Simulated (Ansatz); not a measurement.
# Meshes and cutoff for the phonons of BAs (F-43m)

Wanted: convergence of the phonons of BAs (F-43m) against cost.

Main program and level: Ansatz 0.2.0; DFT LDA, scalar-relativistic, plane waves, PAW; PAW set soft_1.

This is a report of a sequence of runs, with most program output left out.

## 1. Set-up

The structure is cubic, space group F-43m (No. 216). The conventional cell has a = 4.731 Å, b = 4.731 Å, c = 4.731 Å, α = 90.00°, β = 90.00°, γ = 90.00°. Nearest to B lie 4 As at 2.05 Å. Nearest to As lie 4 B at 2.05 Å. Farther neighbours are not listed.

## 2. Tight relaxation

Phonons need a cell at rest on their own settings, so the relaxation is repeated with tight tolerances on forces and stress, using the mesh and the filling of the phonon run that follows.

input.yaml

```yaml
crystal:
  lattice:
    - [0.0, 2.3657126916, 2.3657126916]
    - [2.3657126916, 0.0, 2.3657126916]
    - [2.3657126916, 2.3657126916, 0.0]
  atoms:
    - { symbol: B, position: [0.0, 0.0, 0.0] }
    - { symbol: As, position: [0.25, 0.25, 0.25] }
kpoints:
  mp_grid: { grid: [12, 12, 12] }
hamiltonian:
  xc: lda
  pseudopotentials: { kind: paw, azcp: { folder: soft_1 }, xc_functional: pbe }
scf:
  occupations: { method: fixed }
output:
  forces: true
  stress: true
  eigenvalues: true
relax:
  adjacent_minimum: "off"
  f_tol: 0.001
  max_steps: 60
  cell: { stress_tol: 0.01 }
```

Command:

```bash
> ansatz run input.yaml --threads 4 --pin off --max-ram 10240MiB --backend cpu --events-out ev --progress --plain --runs-dir out
```

Run time: 2.6 s. Hardware: 4 threads of Arm Neoverse V2, shared host; peak memory 0.41 GiB.

Little changed from the start: no atom moved by 0.005 Å and no cell edge by 0.1 %.

This step gave:

| Quantity | Value |
| --- | --- |
| pressure | 0.009108 GPa |
| gap on the k-mesh | 1.111 eV |
| volume per atom | 13.24 Å³ |
| direct gap on mesh | 3.290 eV |

The forces vanish by symmetry and the pressure is 0.009 GPa, within the tolerances set. The cell now holds 13.24 Å³/atom.

## 3. The dispersion

Stability and thermal properties need the whole zone. Linear response on a 4×4×4 q mesh gives force constants as far as a supercell of that size would, and the tensors from the zone-centre run are typed in so that the long-range dipole term is interpolated apart.

input.yaml

```yaml
crystal:
  lattice:
    - [0.0, 2.3658309543, 2.3658309543]
    - [2.3658309543, 0.0, 2.3658309543]
    - [2.3658309543, 2.3658309543, 0.0]
  atoms:
    - { symbol: B, position: [0.0, 0.0, 0.0] }
    - { symbol: As, position: [0.25, 0.25, 0.25] }
kpoints:
  mp_grid: { grid: [12, 12, 12] }
hamiltonian:
  xc: lda
  pseudopotentials: { kind: paw, azcp: { folder: soft_1 }, xc_functional: pbe }
scf:
  occupations: { method: fixed }
output:
  eigenvalues: true
phonons:
  method: dfpt
  qmesh: [4, 4, 4]
  temperatures: { t_max: 1000, t_step: 50 }
  qpath:
    path:
      - [[0.0, 0.0, 0.0], [-0.5, -0.5, 0.0], [-0.375, -0.375, 0.25]]
      - [[-0.375, 0.0, 0.375], [0.0, 0.0, 0.0], [0.0, 0.0, 0.5], [-0.5, -0.25, 0.25], [-0.5, -0.5, 0.0]]
    npoints: 10
  non_analytic_term:
    high_frequency_dielectric_tensor: [[9.6578, 0.0, 0.0], [0.0, 9.6578, 0.0], [0.0, 0.0, 9.6578]]
    born_effective_charges:
      - { species: B, tensor: [[-0.5391, 0.0, 0.0], [0.0, -0.5391, 0.0], [0.0, 0.0, -0.5391]] }
      - { species: As, tensor: [[0.5391, 0.0, 0.0], [0.0, 0.5391, 0.0], [0.0, 0.0, 0.5391]] }
    source: "zone-centre run at this cell"
```

Elapsed: 1.7 min, on 4 threads; peak memory 1.8 GiB.

Numbers from this step:

```
sum-rule residual before enforcement                       : 3.78e-6 eV/Å²
lowest frequency on the path                               : 0 cm⁻¹
point group                                                : -43m
highest frequency on the path or at a solved wavevector    : 740.9 cm⁻¹
mean frequency                                             : 443 cm⁻¹
Debye temperature (second moment)                          : 934 K
logarithmic mean frequency                                 : 368 cm⁻¹
highest optical mode at the zone centre (no LO-TO term)    : 699.9 cm⁻¹
lowest optical zone-centre mode                            : 699.9 cm⁻¹
lowest mode on the q mesh (acoustic modes at Γ apart)      : 112.2 cm⁻¹
zero-point energy per atom                                 : 82.37 meV
heat capacity at 300 K                                     : 16.97 J/(mol atoms K)
vibrational entropy at 300 K                               : 15.67 J/(mol atoms K)
edges of the widest gap between branches, on path and mesh : 321.7, 629.6 cm⁻¹
```

Frequencies (cm⁻¹) solved at each irreducible wavevector; negative means imaginary. Frequencies by wavevector, by row:

```csv
q in reciprocal lattice units,star,mode 1,mode 2,mode 3,mode 4,mode 5,mode 6
0 0 0,1,0,0,0,699.9,699.9,699.9
0 0 0.25,8,112.2,112.2,223,683.6,683.6,708.3
0 0 -0.5,4,139.1,139.1,312.7,677.1,677.1,713
0 0.25 0.25,6,151.2,151.2,231,662.6,662.6,721.6
0 0.25 -0.5,24,176.4,225.7,284.4,643.8,652.5,719.7
0 0.25 -0.25,12,163.1,221.7,259.1,651.6,661.5,710.6
0 -0.5 -0.5,3,192.7,192.7,321.7,640.5,640.5,740.9
0.25 -0.5 -0.25,6,225.2,258.1,266.9,630.5,641.5,716.6
```

Interpolated from a 4×4×4 q mesh, with the LO-TO term (at Γ the limit along the path; where Γ stands inside the path, tables give the limit on arrival). Phonon branches along the path, in cm⁻¹:

```csv
point,branch 1,branch 2,branch 3,branch 4,branch 5,branch 6
Γ,0,0,0,700,700,704
halfway,151,151,231,663,663,722
X,193,193,322,640,640,741
halfway,193,212,313,637,642,735
U,191,246,290,630,645,725
jump to K,191,246,290,630,645,725
halfway,134,179,230,673,674,705
Γ,0,0,0,700,700,704
halfway,112,112,223,684,684,708
L,139,139,313,677,677,713
halfway,179,215,290,644,659,715
W,225,258,267,630,642,717
halfway,209,216,305,635,641,729
X,193,193,322,640,640,741
```

Symmetry leaves 8 wavevectors to solve. The lowest mode among them, the acoustic zeros apart, lies at q = (0, 0, 0.25) and is real, 112 cm⁻¹.

## 4. Another q mesh, q mesh 2×2×2

The q mesh is changed to 2×2×2, to see how far the force constants must reach.

input.yaml: that of step 3 with these lines changed.

```diff
@@ -19,3 +19,3 @@
   method: dfpt
-  qmesh: [4, 4, 4]
+  qmesh: [2, 2, 2]
   temperatures: { t_max: 1000, t_step: 50 }
```

Wall time 17 s (4 threads); peak memory 0.81 GiB.

This step gave:

```
mean frequency                                             : 443.6 cm⁻¹
Debye temperature (second moment)                          : 943 K
logarithmic mean frequency                                 : 360.6 cm⁻¹
lowest mode on the q mesh (acoustic modes at Γ apart)      : 139.1 cm⁻¹
zero-point energy per atom                                 : 82.5 meV
heat capacity at 300 K                                     : 16.90 J/(mol atoms K)
vibrational entropy at 300 K                               : 16.23 J/(mol atoms K)
edges of the widest gap between branches, on path and mesh : 321.7, 640.5 cm⁻¹
```

Frequencies (cm⁻¹) solved at each irreducible wavevector; negative means imaginary. Frequencies by wavevector, by row:

```csv
q in reciprocal lattice units,star,mode 1,mode 2,mode 3,mode 4,mode 5,mode 6
0 0 0,1,0,0,0,699.9,699.9,699.9
0 0 -0.5,4,139.1,139.1,312.7,677.1,677.1,713
0 -0.5 -0.5,3,192.7,192.7,321.7,640.5,640.5,740.9
```

Interpolated from a 2×2×2 q mesh, rough between the solved points, with the LO-TO term (at Γ the limit along the path; where Γ stands inside the path, tables give the limit on arrival). The phonon branches at the labelled points (cm⁻¹):

```csv
point,branch 1,branch 2,branch 3,branch 4,branch 5,branch 6
Γ,0,0,0,700,700,704
halfway,128,128,226,675,675,726
X,193,193,322,640,640,741
halfway,189,212,316,643,646,734
U,179,244,299,652,660,718
jump to K,179,244,299,652,660,718
halfway,109,158,233,684,685,709
Γ,0,0,0,700,700,704
halfway,96,96,214,689,689,711
L,139,139,313,677,677,713
halfway,164,212,300,662,683,702
W,211,241,291,642,685,700
halfway,202,213,310,641,655,727
X,193,193,322,640,640,741
```

The mean frequency is 443.6 cm⁻¹, +0.6 cm⁻¹ against the base run.

On this path the spectrum ends at 741 cm⁻¹ (at X). No branch goes imaginary on this path.

## 5. Another q mesh, q mesh 3×3×3

The q mesh is changed to 3×3×3, to see how far the force constants must reach.

input.yaml: that of step 4 with these lines changed.

```diff
@@ -19,3 +19,3 @@
   method: dfpt
-  qmesh: [2, 2, 2]
+  qmesh: [3, 3, 3]
   temperatures: { t_max: 1000, t_step: 50 }
```

It took 47 s on 4 threads; peak memory 1.1 GiB; 3 min of CPU time.

The mean frequency is 443.2 cm⁻¹, +0.2 cm⁻¹ against the base run.

## 6. Another q mesh, q mesh 6×6×6

The q mesh is changed to 6×6×6, to see how far the force constants must reach.

input.yaml: that of step 5 with these lines changed.

```diff
@@ -19,3 +19,3 @@
   method: dfpt
-  qmesh: [3, 3, 3]
+  qmesh: [6, 6, 6]
   temperatures: { t_max: 1000, t_step: 50 }
```

The job ended after 5.7 min (4 threads; peak memory 1.7 GiB).

Frequencies (cm⁻¹) solved at each irreducible wavevector; negative means imaginary. Frequencies by wavevector, by row:

```csv
q in reciprocal lattice units,star,mode 1,mode 2,mode 3,mode 4,mode 5,mode 6
0 0 0,1,0,0,0,699.9,699.9,699.9
0 0 0.1667,8,85.4,85.4,157.9,689.9,689.9,706.2
0 0 0.3333,8,128.4,128.4,272.2,679.6,679.6,710.6
0 0 -0.5,4,139.1,139.1,312.7,677.1,677.1,713
0 0.1667 0.1667,6,113.2,113.2,164.1,678.4,678.4,712.6
0 0.1667 0.3333,24,148.4,170,241.7,662.6,666,715.2
0 0.1667 -0.5,24,162,196,293.8,654.4,662.4,714.6
0 0.1667 -0.3333,24,157.6,194.5,280.3,657,665.2,711.1
0 0.1667 -0.1667,12,127,162.3,211.4,670.1,677.8,706.7
0 0.3333 0.3333,6,175.6,175.6,281,650.4,650.4,731.1
0 0.3333 -0.5,24,186.1,221.9,297.1,639.7,645.5,727.7
0 0.3333 -0.3333,12,182.4,260.7,272.4,638.2,649.7,717.8
0 -0.5 -0.5,3,192.7,192.7,321.7,640.5,640.5,740.9
0.1667 0.3333 -0.5,24,189.7,214.8,267.5,646.5,651.8,715.8
0.1667 0.3333 -0.3333,24,201.6,240.9,278.8,637.8,647.5,715.3
0.1667 -0.5 -0.3333,12,218,231.3,291.4,633.2,641.4,721.7
```

The mean frequency is 442.9 cm⁻¹, -0.1 cm⁻¹ against the base run.

## 7. The series together

Times are for 4 threads of Arm Neoverse V2, shared host. Results by setting:

```csv
no.,q mesh,k-mesh,mean frequency (cm⁻¹),zero-point energy per atom (meV),lowest frequency on the path (cm⁻¹),time,memory (GiB)
1,2×2×2,12×12×12,443.6,82.5,0,17 s,0.81
2,3×3×3,12×12×12,443.2,82.43,0,47 s,1.1
3,6×6×6,12×12×12,442.9,82.36,0,5.7 min,1.7
```

The runs together. The phonon density of states by wavenumber; read off at these points; values in 1/cm⁻¹/cell:

```csv
wavenumber (cm⁻¹),"2×2×2, 12×12×12","3×3×3, 12×12×12","6×6×6, 12×12×12"
5,1.0e-5,0,0
35,5.0e-4,2.4e-4,2.0e-4
55,0.00131,6.7e-4,5.7e-4
85,0.00341,0.00187,0.00163
105,0.00572,0.00337,0.00304
135,0.0137,0.00986,0.00939
155,0.0185,0.0168,0.0156
185,0.0192,0.0257,0.0243
205,0.0126,0.0157,0.0176
235,0.0120,0.0112,0.0124
265,0.0053,0.00633,0.0094
285,0.0149,0.0254,0.0221
295,0.0305,0.0176,0.0125
315,0.00373,0.00194,0.00226
335,0,0,0
365,0,0,0
385,0,0,0
415,0,0,0
435,0,0,0
465,0,0,0
485,0,0,0
515,0,0,0
545,0,0,0
565,0,0,0
595,0,0,0
615,0,0,0
645,0.0197,0.0346,0.0585
665,0.0347,0.0391,0.0340
675,0.0544,0.0314,0.0269
695,0.0136,0.00691,0.00348
715,0.0385,0.0649,0.0638
745,1.0e-4,-,6.0e-5
```

The runs together, line C_V. The C_V by temperature; values in J/mol-atom/K:

```csv
temperature (K),"2×2×2, 12×12×12","3×3×3, 12×12×12","6×6×6, 12×12×12"
0,0,0,0
50,2.11,1.76,1.69
100,6.67,6.42,6.36
150,9.88,9.78,9.77
200,12.6,12.6,12.6
250,15.0,15.0,15.0
300,16.9,17.0,17.0
350,18.4,18.5,18.5
400,19.6,19.6,19.6
450,20.5,20.5,20.6
500,21.2,21.2,21.3
550,21.8,21.8,21.8
600,22.2,22.2,22.3
650,22.6,22.6,22.6
700,22.9,22.9,22.9
750,23.1,23.1,23.2
800,23.3,23.3,23.4
850,23.5,23.5,23.5
900,23.6,23.7,23.7
950,23.8,23.8,23.8
1000,23.9,23.9,23.9
```

## 8. Another k mesh, k-mesh 4×4×4, q mesh 2×2×2

The k mesh is changed to 4×4×4 on a small fixed q mesh, to find the coarsest that serves.

input.yaml, the sections that differ from step 6:

```yaml
kpoints:
  mp_grid: { grid: [4, 4, 4] }
phonons:
  method: dfpt
  dielectric: true
  rigid_motions: translations
  qmesh: [2, 2, 2]
  temperatures: { t_max: 1000, t_step: 50 }
  qpath:
    path:
      - [[0.0, 0.0, 0.0], [-0.5, -0.5, 0.0], [-0.375, -0.375, 0.25]]
      - [[-0.375, 0.0, 0.375], [0.0, 0.0, 0.0], [0.0, 0.0, 0.5], [-0.5, -0.25, 0.25], [-0.5, -0.5, 0.0]]
    npoints: 10
# crystal, hamiltonian, scf, output: as in step 6
```

Wall time 6.5 s (4 threads); peak memory 0.46 GiB; 21 s of CPU time.

The run finished; it serves as a test, and its numbers are not taken as the result.

## 9. Another k mesh, k-mesh 6×6×6, q mesh 2×2×2

The k mesh is changed to 6×6×6 on a small fixed q mesh, to find the coarsest that serves.

input.yaml: that of step 8 with these lines changed.

```diff
@@ -9,3 +9,3 @@
 kpoints:
-  mp_grid: { grid: [4, 4, 4] }
+  mp_grid: { grid: [6, 6, 6] }
 hamiltonian:
```

Run time: 8.4 s. Hardware: 4 threads; peak memory 0.5 GiB.

The run finished; it serves as a test, and its numbers are not taken as the result.

## 10. Another k mesh, k-mesh 8×8×8, q mesh 2×2×2

The k mesh is changed to 8×8×8 on a small fixed q mesh, to find the coarsest that serves.

input.yaml: that of step 9 with these lines changed.

```diff
@@ -9,3 +9,3 @@
 kpoints:
-  mp_grid: { grid: [6, 6, 6] }
+  mp_grid: { grid: [8, 8, 8] }
 hamiltonian:
```

Wall time 14 s (4 threads); peak memory 0.56 GiB; 51 s of CPU time.

The highest optical mode at the zone centre (no LO-TO term) is 700.3 cm⁻¹, +0.3 cm⁻¹ against the base run.

The log warns of the k mesh: “the force constants stand on the 8×8×8 k-mesh, whose period is 11.36 times the interband length at k = (0.0000, 0.0000, 0.0000), direct gap 3.289 eV, under 14: take them and everything formed from them as unconverged”.

## 11. Another k mesh, q mesh 2×2×2

The k mesh is changed to 12×12×12 on a small fixed q mesh, to find the coarsest that serves.

input.yaml: that of step 10 with these lines changed.

```diff
@@ -9,3 +9,3 @@
 kpoints:
-  mp_grid: { grid: [8, 8, 8] }
+  mp_grid: { grid: [12, 12, 12] }
 hamiltonian:
```

It took 35 s on 4 threads; peak memory 0.91 GiB.

Frequencies (cm⁻¹) solved at each irreducible wavevector; negative means imaginary. Frequencies by wavevector, by row:

```csv
q in reciprocal lattice units,star,mode 1,mode 2,mode 3,mode 4,mode 5,mode 6
0 0 0,1,0,0,0,699.9,699.9,699.9
0 0 -0.5,4,139.1,139.1,312.7,677.1,677.1,713
0 -0.5 -0.5,3,192.7,192.7,321.7,640.5,640.5,740.9
```

The highest optical mode at the zone centre (no LO-TO term) is 699.9 cm⁻¹, +0.0 cm⁻¹ against the base run.

## 12. Another k mesh, k-mesh 18×18×18, q mesh 2×2×2

The k mesh is changed to 18×18×18 on a small fixed q mesh, to find the coarsest that serves.

input.yaml: that of step 11 with these lines changed.

```diff
@@ -9,3 +9,3 @@
 kpoints:
-  mp_grid: { grid: [12, 12, 12] }
+  mp_grid: { grid: [18, 18, 18] }
 hamiltonian:
```

Wall time 79 s (4 threads); peak memory 1.9 GiB.

The highest optical mode at the zone centre (no LO-TO term) is 699.9 cm⁻¹, -0.0 cm⁻¹ against the base run.

## 13. The series together

Times are for 4 threads of Arm Neoverse V2, shared host. The runs compared:

```csv
no.,k-mesh,lowest mode on the q mesh (acoustic modes at Γ apart) (cm⁻¹),highest frequency on the path or at a solved wavevector (cm⁻¹),time,memory (GiB)
1,8×8×8,138.8,741,14 s,0.56
2,12×12×12,139.1,740.9,35 s,0.91
3,18×18×18,139.1,740.9,79 s,1.9
```

[end of part 1 of 2]

[Logs are printed without paths, hosts, clocks, repeated set-up lines and the standing remarks that a program may print on its own settings, such as how far it seeks lower states.]

[Hosts, paths, dates, database ids (printed as entryN), source tags and the programs' standing remarks are cut or masked in the printed files.]
